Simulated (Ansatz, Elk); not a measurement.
# KZr: X-ray structure factors from the self-consistent density

The structure of KZr used here is made up (a known structure type with other elements) and was relaxed beforehand with PBE. The aim is the Fourier transform of its all-electron density, F(hkl), set beside the sum over free spherical atoms that refinements use.

Method: DFT, PBE, all-electron APW+lo, Dirac cores, scalar-relativistic bands, static density, no spin, in Elk 11.2.3 (patched build).

This account leaves out most program logs.

The structure was built from a prototype and need not be the compound's stable phase.

**1. The starting structure**

The structure is trigonal, space group R-3m (No. 166). The conventional cell has a = 3.232 Å, b = 3.232 Å, c = 20.927 Å, α = 90.00°, β = 90.00°, γ = 120.00°. Nearest to Zr lie 6 Zr at 3.23 Å. K has 6 K at 3.23 Å nearest. Farther neighbours are not listed.

**2. Ground state and structure factors**

An all-electron density is needed, since X-rays see the cores too. Task 0 finds the density and task 195 Fourier-transforms it; tshift is off so that phases refer to the origin typed.

Input file elk.in:

```
tasks
  0
  195

xctype
  20

spinpol
  .false.

rgkmax
  7.0

gmaxvr
  14.0

lmaxo
  7

lmaxapw
  8

swidth
  0.002

tshift
  .false.

ramdisk
  .false.

hmaxvr
  5.5

maxscl
  120

epspot
  1e-06

sppath
  './'

avec
  3.05372850423 1.76307097395 13.18226117335
  -3.05372850423 1.76307097395 13.18226117335
  0.00000000000 -3.52614194790 13.18226117335

atoms
  2
  'Zr.in'
  1
  0.5000000000 0.5000000000 0.5000000000   0.000000 0.000000 0.000000
  'K.in'
  1
  -0.0000000000 0.0000000000 0.0000000000   0.000000 0.000000 0.000000

ngridk
  8 8 8
```

Started as:

```bash
$ OMP_NUM_THREADS=4 elk
```

It took 17 s on 4 threads of Arm Neoverse V2, shared host; peak memory 0.2 GiB; 40 s of CPU time.

SFACRHO.OUT:

```text

h k l indices transformed by vhmat matrix:
   1.000000000       0.000000000       0.000000000    
   0.000000000       1.000000000       0.000000000    
   0.000000000       0.000000000       1.000000000    

      h      k      l  multipl.   |H|            Re(F)            Im(F)           |F|

      0      0      0      1   0.0000000       59.000000     -0.13378008E-15   59.000000    
     -1     -1     -1      2  0.47663942      -20.480283     -0.13115159E-13   20.480283    
     -2     -2     -2      2  0.95327884       49.392905      0.24794597E-13   49.392905    
      1      0      0      6   1.1985021      -17.748425      0.39062354E-14   17.748425    
     -1      0     -1      6   1.2296892       46.024418      0.79313937E-14   46.024418    
      1      2      1      6   1.3472376       44.810744     -0.15371272E-13   44.810744    
      1      2      2      6   1.4290676      -17.348900     -0.34555295E-13   17.348900    
      3      3      3      2   1.4299183      -17.429110      0.33940004E-13   17.429110    
     -3     -2     -2      6   1.6272865      -16.939846     -0.25456554E-13   16.939846    
     -3     -3     -2      6   1.7397423       40.683373      0.28109411E-13   40.683373    
     -4     -4     -4      2   1.9065577       39.006085      0.40625778E-13   39.006085    
      4      3      3      6   1.9837953       38.260047     -0.12986770E-12   38.260047    
     -1      1      0      6   2.0575455       37.525630      0.26062029E-16   37.525630    
      0     -1     -2     12   2.1120319      -15.856022     -0.98136963E-14   15.856022    
     -4     -3     -4      6   2.1131830      -15.857059     -0.12943957E-12   15.857059    
      1      3      2     12   2.2676494       35.708398     -0.18966432E-13   35.708398    
      1     -1     -1      6   2.3811553      -15.206293     -0.31999247E-14   15.206293    
      4      5      4      6   2.3826868      -15.204171      0.12879584E-12   15.204171
```

Elk indexes on the primitive cell of elk.in and gives |H| = 4π sin θ/λ in inverse bohr. Below, one row stands for each form hkl of the conventional cell (m members, Friedel mates merged), F is for one primitive cell and the density is static (no thermal factor). Free-atom factors are Waasmaier and Kirfel's, and R is Σm||F|−|F'||/Σm|F|.

```csv
hkl,m,sin θ/λ (Å⁻¹),"abs F, DFT",neutral atoms,diff.
003,2,0.072,20.480,20.284,+0.197
006,2,0.143,49.393,49.512,-0.119
101,6,0.180,17.748,17.950,-0.202
012,6,0.185,46.024,46.242,-0.218
104,6,0.203,44.811,44.899,-0.088
015,6,0.215,17.349,17.421,-0.072
009,2,0.215,17.429,17.419,+0.010
107,6,0.245,16.940,16.980,-0.040
018,6,0.262,40.683,40.626,+0.057
0 0 12,2,0.287,39.006,38.939,+0.067
1 0 10,6,0.298,38.260,38.191,+0.069
110,6,0.309,37.526,37.497,+0.029
113,12,0.318,15.856,15.845,+0.011
0 1 11,6,0.318,15.857,15.842,+0.015
```

**3. The highest occupied states alone**

An energy window below the Fermi level keeps the highest occupied states, to see at which angles they scatter; shallow core shells can lie inside it and anion s states outside. No new self-consistency is needed.

elk.in, as its differences from that of step 2:

```diff
@@ -1,3 +1,2 @@
 tasks
-  0
   195
@@ -40,2 +39,5 @@
 
+wsfac
+  -0.187050 0.480440
+
 sppath
```

Started as:

```bash
$ OMP_NUM_THREADS=4 elk
```

It took 4.5 s on 4 threads; peak memory 0.18 GiB; 5.7 s of CPU time.

States within 10 eV below the Fermi level hold 5.00 electrons; any levels below the window count with the cores. Their amplitudes can exceed the total, where window and core parts have opposite phase:

```csv
hkl,sin θ/λ (Å⁻¹),"abs F, window","abs F, all"
003,0.072,2.533,20.480
006,0.143,0.763,49.393
101,0.180,0.264,17.748
012,0.185,0.262,46.024
104,0.203,0.288,44.811
015,0.215,0.194,17.349
009,0.215,0.307,17.429
107,0.245,0.125,16.940
018,0.262,0.230,40.683
0 0 12,0.287,0.165,39.006
```

**4. Another functional**

The difference from free atoms is small, so it is set against the change that LDA (Perdew-Wang) makes.

elk.in, as its differences from that of step 3:

```diff
@@ -1,2 +1,3 @@
 tasks
+  0
   195
@@ -4,3 +5,3 @@
 xctype
-  20
+  3
 
@@ -39,5 +40,2 @@
 
-wsfac
-  -0.187050 0.480440
-
 sppath
```

Started as:

```bash
$ OMP_NUM_THREADS=4 elk
```

It took 12 s on 4 threads; peak memory 0.18 GiB.

Against the first run R = 0.05 %; the largest change is +0.032 at 006.

**5. Basis size**

A smaller basis shows how fast F responds to it; the change is likely larger than the basis error of the first run, but doesn't show convergence.

elk.in, as its differences from that of step 4:

```diff
@@ -5,3 +5,3 @@
 xctype
-  3
+  20
 
@@ -11,3 +11,3 @@
 rgkmax
-  7.0
+  5.5
```

Started as:

```bash
$ OMP_NUM_THREADS=4 elk
```

Run time: 15 s. Hardware: 4 threads; peak memory 0.18 GiB.

Against the first run R = 0.03 %; the largest change is +0.040 at 0 1 14.

**6. Basis size**

The basis and the expansions that go with it are enlarged, to see whether the differences are converged.

elk.in, as its differences from that of step 5:

```diff
@@ -11,12 +11,12 @@
 rgkmax
-  5.5
+  8.5
 
 gmaxvr
-  14.0
+  18.0
 
 lmaxo
-  7
+  9
 
 lmaxapw
-  8
+  10
```

Started as:

```bash
$ OMP_NUM_THREADS=4 elk
```

The job ended after 38 s (4 threads; peak memory 0.33 GiB).

Against the first run R = 0.01 %; the largest change is -0.007 at 208.

**7. Settings against the effect**

```csv
run,R against the first run (%),"R against neutral atoms, low angle (%)",wall time
"PBE, rgkmax 7",0.00,0.33,17 s
LDA (Perdew-Wang),0.05,0.30,12 s
rgkmax 5.5,0.03,0.37,15 s
rgkmax 8.5 with larger expansions,0.01,0.33,38 s
```

**8. What came out**

- R against neutral atoms, sin θ/λ < 0.3 Å⁻¹: 0.33 %
- R against neutral atoms, 0.3 to 0.82 Å⁻¹: 0.16 %

In words: Independent neutral atoms miss the calculated amplitudes by R = 0.33 % below 0.3 Å⁻¹ and 0.16 % from there to 0.82 Å⁻¹; by shells, 0.45 % below 0.15 Å⁻¹ (2 forms), 0.32 % 0.15 to 0.3 (9 forms), 0.16 % 0.3 to 0.45 (20 forms), 0.15 % above 0.45 (115 forms). Bonding, aspherical density and the tables' own atoms all enter these figures, and the runs don't part them. The largest change of an amplitude is -0.22 electrons, at 012. The window's part falls from 5.0 electrons at the origin to at most 0.04 between 0.45 and 0.82 Å⁻¹. Below 0.3 Å⁻¹ the changes that finished (LDA (Perdew-Wang), rgkmax 5.5 and rgkmax 8.5 with larger expansions) move F by R = 0.06 % at most, against the 0.33 % that separates it from free atoms. The k-mesh has no finished test. Part of the difference isn't bonding: the tables are fits to free atoms and ions calculated by other methods than this functional. Thermal motion, anomalous dispersion and extinction are left out.

[Logs are printed without paths, hosts, clocks, repeated set-up lines and the standing remarks that a program may print on its own settings, such as how far it seeks lower states.]

[Hosts, paths, dates, database ids (printed as entryN), source tags and the programs' standing remarks are cut or masked in the printed files.]
